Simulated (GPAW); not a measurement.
Consider TiRh (P4/mmm).

```cif
data_structure
_symmetry_space_group_name_H-M 'P 1'
_symmetry_Int_Tables_number 1
_cell_length_a 2.9880
_cell_length_b 2.9880
_cell_length_c 3.3500
_cell_angle_alpha 90.000
_cell_angle_beta 90.000
_cell_angle_gamma 90.000
_cell_volume 29.91
loop_
_atom_site_label
_atom_site_type_symbol
_atom_site_fract_x
_atom_site_fract_y
_atom_site_fract_z
_atom_site_occupancy
Rh1 Rh 0.00000 0.00000 0.00000 1
Ti2 Ti 0.50000 0.50000 0.50000 1
```

Absorber: atom 1, with 8 Ti at 2.70 Å, 4 Rh at 2.99 Å and 2 Rh at 3.35 Å (14-fold, site symmetry 4/mmm). Method: GPAW, LDA, excited-electron core hole (neutral cell), 16-atom cell with 6.7 Å between holes, 5×5×5 k points, dipole transitions, Gaussian full width 2.13 eV up to 4 eV, rising linearly to 3.5 eV at 25 eV.

Where do the maxima of the Rh L₃ edge fall?

Main maxima up to 30 eV above the zero (height): 1.0 eV (2.30), 10.6 eV (1.05) and 27.4 eV (0.83). At an L edge the dipole rule selects empty d (and weakly s) states on the absorber, and the strong line at the onset measures the empty part of its d band. 

The Rh L₃ spectrum (energy from the lowest empty level; intensity scaled to a mean of 1 over the first 20 eV; polarised curves are means over the symmetry-equivalent atoms):

| E (eV) | isotropic | ε ⊥ c | ε ∥ c |
| --- | --- | --- | --- |
| -2.0 | 0.05 | 0.05 | 0.05 |
| -1.4 | 0.23 | 0.23 | 0.22 |
| -0.8 | 0.66 | 0.67 | 0.65 |
| -0.2 | 1.36 | 1.36 | 1.35 |
| 0.4 | 2.01 | 2.00 | 2.03 |
| 1.0 | 2.30 | 2.28 | 2.33 |
| 1.6 | 2.18 | 2.16 | 2.21 |
| 2.2 | 1.82 | 1.80 | 1.86 |
| 2.8 | 1.36 | 1.35 | 1.40 |
| 3.4 | 0.95 | 0.94 | 0.97 |
| 4.0 | 0.70 | 0.70 | 0.69 |
| 4.6 | 0.58 | 0.59 | 0.57 |
| 5.2 | 0.52 | 0.53 | 0.50 |
| 5.8 | 0.47 | 0.47 | 0.45 |
| 6.4 | 0.43 | 0.43 | 0.42 |
| 7.0 | 0.43 | 0.43 | 0.43 |
| 7.6 | 0.50 | 0.49 | 0.52 |
| 8.2 | 0.66 | 0.63 | 0.71 |
| 8.8 | 0.83 | 0.80 | 0.91 |
| 9.4 | 0.97 | 0.93 | 1.04 |
| 10.0 | 1.04 | 1.01 | 1.09 |
| 10.6 | 1.05 | 1.04 | 1.07 |
| 11.2 | 1.04 | 1.05 | 1.02 |
| 11.8 | 1.01 | 1.03 | 0.97 |
| 12.4 | 0.99 | 1.01 | 0.94 |
| 13.0 | 0.97 | 0.99 | 0.94 |
| 13.6 | 0.97 | 0.98 | 0.96 |
| 14.2 | 0.98 | 0.97 | 1.00 |
| 14.8 | 0.99 | 0.96 | 1.05 |
| 15.4 | 0.99 | 0.95 | 1.08 |
| 16.0 | 0.99 | 0.95 | 1.08 |
| 16.6 | 0.98 | 0.95 | 1.03 |
| 17.2 | 0.95 | 0.95 | 0.96 |
| 17.8 | 0.92 | 0.95 | 0.86 |
| 18.4 | 0.87 | 0.92 | 0.78 |
| 19.0 | 0.82 | 0.87 | 0.72 |
| 19.6 | 0.78 | 0.81 | 0.70 |
| 20.2 | 0.76 | 0.78 | 0.72 |
| 20.8 | 0.76 | 0.76 | 0.75 |
| 21.4 | 0.77 | 0.77 | 0.78 |
| 22.0 | 0.79 | 0.78 | 0.79 |
| 22.6 | 0.80 | 0.81 | 0.78 |
| 23.2 | 0.81 | 0.83 | 0.77 |
| 23.8 | 0.82 | 0.85 | 0.77 |
| 24.4 | 0.82 | 0.84 | 0.78 |
| 25.0 | 0.82 | 0.83 | 0.79 |
| 25.6 | 0.82 | 0.81 | 0.82 |
| 26.2 | 0.82 | 0.80 | 0.85 |
| 26.8 | 0.83 | 0.80 | 0.88 |
| 27.4 | 0.83 | 0.79 | 0.91 |
| 28.0 | 0.83 | 0.78 | 0.92 |
| 28.6 | 0.82 | 0.77 | 0.92 |
| 29.2 | 0.82 | 0.76 | 0.92 |
| 29.8 | 0.82 | 0.77 | 0.92 |
| 30.4 | 0.82 | 0.77 | 0.91 |
| 31.0 | 0.82 | 0.78 | 0.88 |
| 31.6 | 0.80 | 0.79 | 0.84 |

Only the L₃ part is meant: spin–orbit coupling of the core level isn't computed and the L₂ copy isn't added. The script folds with a Gaussian, whereas the core hole's own line is a Lorentzian, so the onset is too steep and the first peak too high. The structure is a published determination, not relaxed.

[Banner, clock and machine lines of the logs are left out without a mark of their own.]

[Logs are printed without paths, hosts, clocks, repeated set-up lines and the standing remarks that a program may print on its own settings, such as how far it seeks lower states.]

[Hosts, paths, dates, database ids (printed as entryN), source tags and the programs' standing remarks are cut or masked in the printed files.]

[Lists of maxima count a maximum above −3 eV only where it reaches 4 % of the highest in the window and stands out from its surroundings by 2 % of it (1.5 % where it reaches 55 %); shoulders and weaker maxima are passed over, and of the rest the first, up to two pre-edge ones and the few strongest are named.]
